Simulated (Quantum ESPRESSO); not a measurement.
# Voltage at the next charge: Mo(110), 4 layers, one monolayer of Na on longbridge sites against an electrode

How the rows were computed: Quantum ESPRESSO 7.5, PBE, GBRV ultrasoft; ESM with bc3, a metal electrode 7.01 Å above the top atoms; cell area 7.016 Å²; ions fixed. V is the potential energy of an electron at the electrode over the slab's Fermi level, divided by e, so that it equals the work function at zero charge; positive charge removes electrons.

| charge (e a cell) | V (V) |
| --- | --- |
| 0 | 3.545 |
| 0.0105 | 4.785 |
| 0.021 | 6.061 |

To predict: What is V at a charge of 0.0421 e, and what capacitance do the rows imply?

By hand: The last two rows give dV/dq = (6.061 − 4.785)/(0.021 − 0.0105) = 121.5 V/e, so C = 1602/(7.016 × 121.5) = 1.88 µF/cm², an effective gap of 8.854/1.88 = 4.71 Å. At constant C, V = 6.061 + 121.5 × 0.0211 = 8.63 V.

**The withheld run.** V = 8.708 V; the estimate misses by −0.08 V, 3.1 % of the step. Over the three intervals C goes 1.93, 1.88 and 1.82 µF/cm²: it falls as electrons leave, the surface charge drawing back towards the atoms.

Caveats: Vacuum fills the gap; a dielectric or electrolyte would change C. The slab is thin.
